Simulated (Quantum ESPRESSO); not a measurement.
**Magnetic state of CoSn from several starts**

Does CoSn prefer parallel or opposed moments, or none?

Calculated with Quantum ESPRESSO 7.5; PBE; plane waves with GBRV 1.5 PBE potentials, no spin-orbit coupling.

### Step 1. The starting structure

The structure is hexagonal, space group P6/mmm (No. 191). The conventional cell has a = 5.246 Å, b = 5.246 Å, c = 4.188 Å, α = 90.00°, β = 90.00°, γ = 120.00°. Nearest to Co lie 6 Sn at 2.58 to 2.62 Å and 4 Co at 2.62 Å. Sn has 6 Co at 2.58 Å nearest. Nearest to Sn lie 6 Co at 2.62 Å. Farther neighbours are not listed.

The cell comes from Materials Project 2023-11-01, a database of computed structures, and need not be the stable phase.

### Step 2. Start 1: ferro +++

The signs are those of the starting moments on the seeded atoms, the atoms that are given a moment.

pw.in

```
&CONTROL
  calculation = 'scf'
  prefix = 'pwscf'
  outdir = './tmp'
  pseudo_dir = './pseudo'
  disk_io = 'nowf'
/
&SYSTEM
  ibrav = 0
  celldm(1) = 8
  nat = 6
  ntyp = 2
  ecutwfc = 40
  ecutrho = 280
  nbnd = 62
  occupations = 'smearing'
  smearing = 'fd'
  degauss = 0.00367493
  nspin = 2
  starting_magnetization(1) = 0.1176
  starting_magnetization(2) = 0
/
&ELECTRONS
  conv_thr = 1.2d-08
  electron_maxstep = 150
  mixing_beta = 0.3
/
ATOMIC_SPECIES
Co     58.9332 co_pbe_v1.2.uspp.F.UPF
Sn    118.7100 sn_pbe_v1.4.uspp.F.UPF
CELL_PARAMETERS alat
   1.2391973377520    0.0000000000000    0.0000000000000
  -0.6195986688760    1.0731763748025    0.0000000000000
   0.0000000000000    0.0000000000000    0.9891748486424
ATOMIC_POSITIONS crystal
Co      0.0000000000    0.5000000000    0.0000000000
Co      0.5000000000    0.5000000000    0.0000000000
Co      0.5000000000    0.0000000000    0.0000000000
Sn      0.6666666700    0.3333333300    0.5000000000
Sn      0.3333333300    0.6666666700    0.5000000000
Sn      0.0000000000    0.0000000000    0.0000000000
K_POINTS automatic
8 8 8 0 0 0
```

On the command line:

```console
$ OMP_NUM_THREADS=1 mpirun -n 4 pw.x -nk 4 -in pw.in > pw.out
```

Log:

```text
Program PWSCF v.7.5 starts

     Message from routine setup:
     using ibrav=0 with symmetry is DISCOURAGED, use correct ibrav instead

     K-points division:     npool     =       4
     Subspace diagonalization in iterative solution of the eigenvalue problem:

     G-vector sticks info
     --------------------
     sticks:   dense  smooth     PW     G-vecs:    dense   smooth      PW
     Sum        1891    1069    313                53269    23023    3689

     Using Slab Decomposition

     bravais-lattice index     =            0
     lattice parameter (alat)  =       8.0000  a.u.
     unit-cell volume          =     673.5264 (a.u.)^3
     number of atoms/cell      =            6
     number of atomic types    =            2
     number of electrons       =        93.00
     number of Kohn-Sham states=           62
     kinetic-energy cutoff     =      40.0000  Ry
     charge density cutoff     =     280.0000  Ry
     scf convergence threshold =      1.2E-08
     mixing beta               =       0.3000
     number of iterations used =            8  plain     mixing
     Exchange-correlation=  SLA  PW   PBX  PBC
                           (   1   4   3   4   0   0   0)

     celldm(1)=   8.000000  celldm(2)=   0.000000  celldm(3)=   0.000000
     celldm(4)=   0.000000  celldm(5)=   0.000000  celldm(6)=   0.000000

     crystal axes: (cart. coord. in units of alat)
               a(1) = (   1.239197   0.000000   0.000000 )
               a(2) = (  -0.619599   1.073176   0.000000 )
               a(3) = (   0.000000   0.000000   0.989175 )

     reciprocal axes: (cart. coord. in units 2 pi/alat)
               b(1) = (  0.806974  0.465907 -0.000000 )
               b(2) = (  0.000000  0.931813  0.000000 )
               b(3) = (  0.000000 -0.000000  1.010944 )

     PseudoPot. # 1 for Co read from file:
     co_pbe_v1.2.uspp.F.UPF
     Pseudo is Ultrasoft + core correction, Zval = 17.0
     Generated by new atomic code, or converted to UPF format
     Using radial grid of  863 points,  6 beta functions with:
                l(1) =   0
                l(2) =   0
                l(3) =   1
                l(4) =   1
                l(5) =   2
                l(6) =   2
     Q(r) pseudized with  8 coefficients,  rinner =    1.200   1.200   1.200
                                                       1.200   1.200

     PseudoPot. # 2 for Sn read from file:
     sn_pbe_v1.4.uspp.F.UPF
     Pseudo is Ultrasoft + core correction, Zval = 14.0
     Generated by new atomic code, or converted to UPF format
     Using radial grid of  891 points,  6 beta functions with:
                l(1) =   0
                l(2) =   0
                l(3) =   1
                l(4) =   1
                l(5) =   2
                l(6) =   2
     Q(r) pseudized with  8 coefficients,  rinner =    1.350   1.350   1.350
                                                       1.350   1.350

     atomic species   valence    mass     pseudopotential
     Co               17.00    58.93320     Co( 1.00)
     Sn               14.00   118.71000     Sn( 1.00)

     Starting magnetic structure
     atomic species   magnetization
     Co              0.118
     Sn              0.000

     24 Sym. Ops., with inversion, found

   Cartesian axes

     site n.     atom                  positions (alat units)
         1        Co     tau(   1) = (  -0.3097993   0.5365882   0.0000000  )
         2        Co     tau(   2) = (   0.3097993   0.5365882   0.0000000  )
         3        Co     tau(   3) = (   0.6195987   0.0000000   0.0000000  )
         4        Sn     tau(   4) = (   0.6195987   0.3577255   0.4945874  )
         5        Sn     tau(   5) = (  -0.0000000   0.7154509   0.4945874  )
         6        Sn     tau(   6) = (   0.0000000   0.0000000   0.0000000  )

     number of k points=    50  Fermi-Dirac smearing, width (Ry)=  0.0037
                       cart. coord. in units 2pi/alat
        k(    1) = (   0.0000000   0.0000000   0.0000000), wk =   0.0019531
        k(    2) = (   0.0000000   0.0000000   0.1263680), wk =   0.0039062
        k(    3) = (   0.0000000   0.0000000   0.2527359), wk =   0.0039062
        k(    4) = (   0.0000000   0.0000000   0.3791039), wk =   0.0039062
        k(    5) = (   0.0000000   0.0000000  -0.5054718), wk =   0.0019531
        [... 45 further k-points ...]

     Dense  grid:    53269 G-vectors     FFT dimensions: (  54,  54,  45)

     Smooth grid:    23023 G-vectors     FFT dimensions: (  40,  40,  32)

     Check: negative core charge=   -0.000020
     Generating pointlists ...
     new r_m :   0.2518 (alat units)  2.0143 (a.u.) for type    1
     new r_m :   0.2518 (alat units)  2.0143 (a.u.) for type    2

     Initial potential from superposition of free atoms

     starting charge      86.9998, renormalised to      93.0000
     Starting wfcs are   66 randomized atomic wfcs

     Self-consistent Calculation

     iteration #  1     ecut=    40.00 Ry     beta= 0.30
     Davidson diagonalization with overlap
     ethr =  1.00E-02,  avg # of iterations =  6.9

     total energy              =   -1351.33909610 Ry
     estimated scf accuracy    <      67.44034595 Ry

     total magnetization       =     2.26 Bohr mag/cell
     absolute magnetization    =     2.43 Bohr mag/cell

     iteration #  2     ecut=    40.00 Ry     beta= 0.30
     Davidson diagonalization with overlap
     ethr =  1.00E-02,  avg # of iterations =  3.0

     total energy              =   -1371.32032037 Ry
     estimated scf accuracy    <      47.49900265 Ry

     total magnetization       =     0.27 Bohr mag/cell
     absolute magnetization    =     0.33 Bohr mag/cell

     iteration #  3     ecut=    40.00 Ry     beta= 0.30
     Davidson diagonalization with overlap
     ethr =  1.00E-02,  avg # of iterations =  2.0

     total energy              =   -1371.67171847 Ry
     estimated scf accuracy    <       6.41558174 Ry

     total magnetization       =     0.90 Bohr mag/cell
     absolute magnetization    =     1.24 Bohr mag/cell

     [... further iterations left out ...]

     iteration # 15     ecut=    40.00 Ry     beta= 0.30
     Davidson diagonalization with overlap
     ethr =  1.13E-08,  avg # of iterations =  2.1

     total energy              =   -1373.20796521 Ry
     estimated scf accuracy    <       0.00000144 Ry

     total magnetization       =     0.00 Bohr mag/cell
     absolute magnetization    =     0.00 Bohr mag/cell

     iteration # 16     ecut=    40.00 Ry     beta= 0.30
     Davidson diagonalization with overlap
     ethr =  1.54E-09,  avg # of iterations =  2.5

     total energy              =   -1373.20796559 Ry
     estimated scf accuracy    <       0.00000012 Ry

     total magnetization       =     0.00 Bohr mag/cell
     absolute magnetization    =     0.00 Bohr mag/cell

     iteration # 17     ecut=    40.00 Ry     beta= 0.30
     Davidson diagonalization with overlap
     ethr =  1.28E-10,  avg # of iterations =  4.0

     total energy              =   -1373.20796564 Ry
     estimated scf accuracy    <       0.00000002 Ry

     total magnetization       =     0.00 Bohr mag/cell
     absolute magnetization    =     0.00 Bohr mag/cell

     iteration # 18     ecut=    40.00 Ry     beta= 0.30
     Davidson diagonalization with overlap
     ethr =  1.94E-11,  avg # of iterations =  2.5

     Magnetic moment per site  (integrated on atomic sphere of radius R)
     atom   1 (R=0.252)  charge= 15.9199  magn=  0.0000
     atom   2 (R=0.252)  charge= 15.9199  magn=  0.0000
     atom   3 (R=0.252)  charge= 15.9199  magn=  0.0000
     atom   4 (R=0.252)  charge= 11.2385  magn= -0.0000
     atom   5 (R=0.252)  charge= 11.2385  magn= -0.0000
     atom   6 (R=0.252)  charge= 11.1755  magn= -0.0000

     End of self-consistent calculation

     Number of k-points >= 100: set verbosity='high' to print the bands.

     the Fermi energy is    15.1062 ev

!    total energy              =   -1373.20796565 Ry
     estimated scf accuracy    <          3.9E-09 Ry
     smearing contrib. (-TS)   =      -0.00184550 Ry
     internal energy E=F+TS    =   -1373.20612015 Ry

     The total energy is F=E-TS. E is the sum of the following terms:
     one-electron contribution =    -793.05437722 Ry
     hartree contribution      =     461.91831988 Ry
     xc contribution           =    -227.59952133 Ry
     ewald contribution        =    -814.47054149 Ry

     total magnetization       =     0.00 Bohr mag/cell
     absolute magnetization    =     0.00 Bohr mag/cell

     convergence has been achieved in  18 iterations

=------------------------------------------------------------------------------=
   JOB DONE.
=------------------------------------------------------------------------------=
```

Wall time 2.4 min (4 MPI ranks of Arm Neoverse V1, shared host); peak memory 0.76 GiB.

The spin moment in the atom's sphere vanishes on all atoms.

This step gave:

```
smearing term TS       : 0.02511 eV
magnetization          : 0 μB
absolute magnetization : 0 μB
final state            : non-magnetic
```

### Step 3. Run 2, typed as antiferro q=(0,0,1/2) +−+−+−

This order needs a doubled cell of 12 atoms. The wavevector q is in fractions of the reciprocal vectors of the crystal's primitive cell, as the cells of these inputs are built from it; moments change sign between cells as cos(2π q·R).

pw.in

```
&CONTROL
  calculation = 'scf'
  prefix = 'pwscf'
  outdir = './tmp'
  pseudo_dir = './pseudo'
  disk_io = 'nowf'
/
&SYSTEM
  ibrav = 0
  celldm(1) = 8
  nat = 12
  ntyp = 3
  ecutwfc = 40
  ecutrho = 280
  nbnd = 113
  occupations = 'smearing'
  smearing = 'fd'
  degauss = 0.00367493
  nspin = 2
  starting_magnetization(1) = 0.1176
  starting_magnetization(2) = -0.1176
  starting_magnetization(3) = 0
/
&ELECTRONS
  conv_thr = 2.4d-08
  electron_maxstep = 150
  mixing_beta = 0.3
/
ATOMIC_SPECIES
Co1    58.9332 co_pbe_v1.2.uspp.F.UPF
Co2    58.9332 co_pbe_v1.2.uspp.F.UPF
Sn    118.7100 sn_pbe_v1.4.uspp.F.UPF
CELL_PARAMETERS alat
   1.2391973377520    0.0000000000000    0.0000000000000
  -0.6195986688760    1.0731763748025    0.0000000000000
   0.0000000000000    0.0000000000000    1.9783496972849
ATOMIC_POSITIONS crystal
Co1     0.0000000000    0.5000000000    0.0000000000
Co2     0.0000000000    0.5000000000    0.5000000000
Co1     0.5000000000    0.5000000000    0.0000000000
Co2     0.5000000000    0.5000000000    0.5000000000
Co1     0.5000000000    0.0000000000    0.0000000000
Co2     0.5000000000    0.0000000000    0.5000000000
Sn      0.6666666700    0.3333333300    0.2500000000
Sn      0.6666666700    0.3333333300    0.7500000000
Sn      0.3333333300    0.6666666700    0.2500000000
Sn      0.3333333300    0.6666666700    0.7500000000
Sn      0.0000000000    0.0000000000    0.0000000000
Sn      0.0000000000    0.0000000000    0.5000000000
K_POINTS automatic
8 8 4 0 0 0
```

Log:

```text
[banner, memory and clock lines left out]
Program PWSCF v.7.5 starts

     Message from routine setup:
     using ibrav=0 with symmetry is DISCOURAGED, use correct ibrav instead

     bravais-lattice index     =            0
     lattice parameter (alat)  =       8.0000  a.u.
     unit-cell volume          =    1347.0527 (a.u.)^3
     number of atoms/cell      =           12
     number of atomic types    =            3
     number of electrons       =       186.00
     number of Kohn-Sham states=          113
     kinetic-energy cutoff     =      40.0000  Ry
     charge density cutoff     =     280.0000  Ry
     scf convergence threshold =      2.4E-08
     mixing beta               =       0.3000
     number of iterations used =            8  plain     mixing
     Exchange-correlation=  SLA  PW   PBX  PBC
                           (   1   4   3   4   0   0   0)

     celldm(1)=   8.000000  celldm(2)=   0.000000  celldm(3)=   0.000000
     celldm(4)=   0.000000  celldm(5)=   0.000000  celldm(6)=   0.000000

     crystal axes: (cart. coord. in units of alat)
               a(1) = (   1.239197   0.000000   0.000000 )
               a(2) = (  -0.619599   1.073176   0.000000 )
               a(3) = (   0.000000   0.000000   1.978350 )

     reciprocal axes: (cart. coord. in units 2 pi/alat)
               b(1) = (  0.806974  0.465907 -0.000000 )
               b(2) = (  0.000000  0.931813  0.000000 )
               b(3) = (  0.000000 -0.000000  0.505472 )

     PseudoPot. # 1 for Co read from file:
     co_pbe_v1.2.uspp.F.UPF
     Pseudo is Ultrasoft + core correction, Zval = 17.0

     PseudoPot. # 2 for Co read from file:
     co_pbe_v1.2.uspp.F.UPF
     Pseudo is Ultrasoft + core correction, Zval = 17.0

     PseudoPot. # 3 for Sn read from file:
     sn_pbe_v1.4.uspp.F.UPF
     Pseudo is Ultrasoft + core correction, Zval = 14.0

     atomic species   valence    mass     pseudopotential
     Co1              17.00    58.93320     Co( 1.00)
     Co2              17.00    58.93320     Co( 1.00)
     Sn               14.00   118.71000     Sn( 1.00)

     Starting magnetic structure
     atomic species   magnetization
     Co1             0.118
     Co2            -0.118
     Sn              0.000

     24 Sym. Ops., with inversion, found

   Cartesian axes

     site n.     atom                  positions (alat units)
         1        Co1    tau(   1) = (  -0.3097993   0.5365882   0.0000000  )
         2        Co2    tau(   2) = (  -0.3097993   0.5365882   0.9891748  )
         3        Co1    tau(   3) = (   0.3097993   0.5365882   0.0000000  )
         4        Co2    tau(   4) = (   0.3097993   0.5365882   0.9891748  )
         5        Co1    tau(   5) = (   0.6195987   0.0000000   0.0000000  )
         6        Co2    tau(   6) = (   0.6195987   0.0000000   0.9891748  )
         7        Sn     tau(   7) = (   0.6195987   0.3577255   0.4945874  )
         8        Sn     tau(   8) = (   0.6195987   0.3577255   1.4837623  )
         9        Sn     tau(   9) = (  -0.0000000   0.7154509   0.4945874  )
        10        Sn     tau(  10) = (  -0.0000000   0.7154509   1.4837623  )
        11        Sn     tau(  11) = (   0.0000000   0.0000000   0.0000000  )
        12        Sn     tau(  12) = (   0.0000000   0.0000000   0.9891748  )

     number of k points=    30  Fermi-Dirac smearing, width (Ry)=  0.0037
                       cart. coord. in units 2pi/alat
        k(    1) = (   0.0000000   0.0000000   0.0000000), wk =   0.0039062
        k(    2) = (   0.0000000   0.0000000   0.1263680), wk =   0.0078125
        k(    3) = (   0.0000000   0.0000000  -0.2527359), wk =   0.0039062
        k(    4) = (   0.0000000   0.1164767   0.0000000), wk =   0.0234375
        k(    5) = (   0.0000000   0.1164767   0.1263680), wk =   0.0468750
        [... 25 further k-points ...]

     Dense  grid:   106615 G-vectors     FFT dimensions: (  54,  54,  90)

     Smooth grid:    46011 G-vectors     FFT dimensions: (  40,  40,  64)

     Check: negative core charge=   -0.000020
     Generating pointlists ...
     new r_m :   0.2518 (alat units)  2.0143 (a.u.) for type    1
     new r_m :   0.2518 (alat units)  2.0143 (a.u.) for type    2
     new r_m :   0.2518 (alat units)  2.0143 (a.u.) for type    3

     Initial potential from superposition of free atoms

     starting charge     173.9997, renormalised to     186.0000
     Starting wfcs are  132 randomized atomic wfcs

     Self-consistent Calculation

     iteration #  1     ecut=    40.00 Ry     beta= 0.30
     Davidson diagonalization with overlap
     ethr =  1.00E-02,  avg # of iterations =  5.8

     total energy              =   -2704.15500302 Ry
     estimated scf accuracy    <     131.50431459 Ry

     total magnetization       =    -0.00 Bohr mag/cell
     absolute magnetization    =     5.18 Bohr mag/cell

     iteration #  2     ecut=    40.00 Ry     beta= 0.30
     Davidson diagonalization with overlap
     ethr =  1.00E-02,  avg # of iterations =  3.3

     total energy              =   -2742.33228985 Ry
     estimated scf accuracy    <      93.67601724 Ry

     total magnetization       =    -0.00 Bohr mag/cell
     absolute magnetization    =     0.76 Bohr mag/cell

     [... further iterations left out ...]

     iteration # 20     ecut=    40.00 Ry     beta= 0.30
     Davidson diagonalization with overlap
     ethr =  4.20E-11,  avg # of iterations =  3.2

     total energy              =   -2746.41593128 Ry
     estimated scf accuracy    <       0.00000003 Ry

     total magnetization       =     0.00 Bohr mag/cell
     absolute magnetization    =     0.00 Bohr mag/cell

     iteration # 21     ecut=    40.00 Ry     beta= 0.30
     Davidson diagonalization with overlap
     ethr =  1.44E-11,  avg # of iterations =  2.0

     Magnetic moment per site  (integrated on atomic sphere of radius R)
     atom   1 (R=0.252)  charge= 15.9199  magn=  0.0002
     atom   2 (R=0.252)  charge= 15.9199  magn=  0.0002
     atom   3 (R=0.252)  charge= 15.9199  magn=  0.0002
     atom   4 (R=0.252)  charge= 15.9199  magn=  0.0002
     atom   5 (R=0.252)  charge= 15.9199  magn=  0.0002
     atom   6 (R=0.252)  charge= 15.9199  magn=  0.0002
     atom   7 (R=0.252)  charge= 11.2385  magn= -0.0000
     atom   8 (R=0.252)  charge= 11.2385  magn= -0.0000
     atom   9 (R=0.252)  charge= 11.2385  magn= -0.0000
     atom  10 (R=0.252)  charge= 11.2385  magn= -0.0000
     atom  11 (R=0.252)  charge= 11.1755  magn= -0.0000
     atom  12 (R=0.252)  charge= 11.1755  magn= -0.0000

     End of self-consistent calculation

     [... lines left out ...]
     the Fermi energy is    15.1062 ev

!    total energy              =   -2746.41593130 Ry
     estimated scf accuracy    <       0.00000002 Ry
     smearing contrib. (-TS)   =      -0.00369060 Ry
     internal energy E=F+TS    =   -2746.41224069 Ry

     The total energy is F=E-TS. E is the sum of the following terms:
     one-electron contribution =   -1586.11154384 Ry
     hartree contribution      =     923.83978963 Ry
     xc contribution           =    -455.19940352 Ry
     ewald contribution        =   -1628.94108296 Ry

     total magnetization       =     0.00 Bohr mag/cell
     absolute magnetization    =     0.00 Bohr mag/cell

     convergence has been achieved in  21 iterations
```

It took 8.9 min on 4 MPI ranks; peak memory 1.5 GiB.

Spin moment in the atom's sphere by atom:

| atom | spin moment in the atom's sphere (μB) |
| --- | --- |
| Co1 | 0.0002 |
| Co2 | 0.0002 |
| Co3 | 0.0002 |
| Co4 | 0.0002 |
| Co5 | 0.0002 |
| Co6 | 0.0002 |
| Sn7 | 0.0000 |
| Sn8 | 0.0000 |
| Sn9 | 0.0000 |
| Sn10 | 0.0000 |
| Sn11 | 0.0000 |
| Sn12 | 0.0000 |

Read from the output:

```
smearing term TS       : 0.05021 eV
magnetization          : 0 μB
absolute magnetization : 0 μB
final state            : non-magnetic
```

(Part 1 of 2 ends here.)

[Logs and program files are shortened in this print: banners, set-up blocks, solver, clock and traceback lines can be left out without a mark of their own.]

[Logs are printed without paths, hosts, clocks, repeated set-up lines and the standing remarks that a program may print on its own settings, such as how far it seeks lower states.]

[Hosts, paths, dates, database ids (printed as entryN), source tags and the programs' standing remarks are cut or masked in the printed files.]

[Where a cell is said to come from a database of computed structures, the database is the Materials Project.]
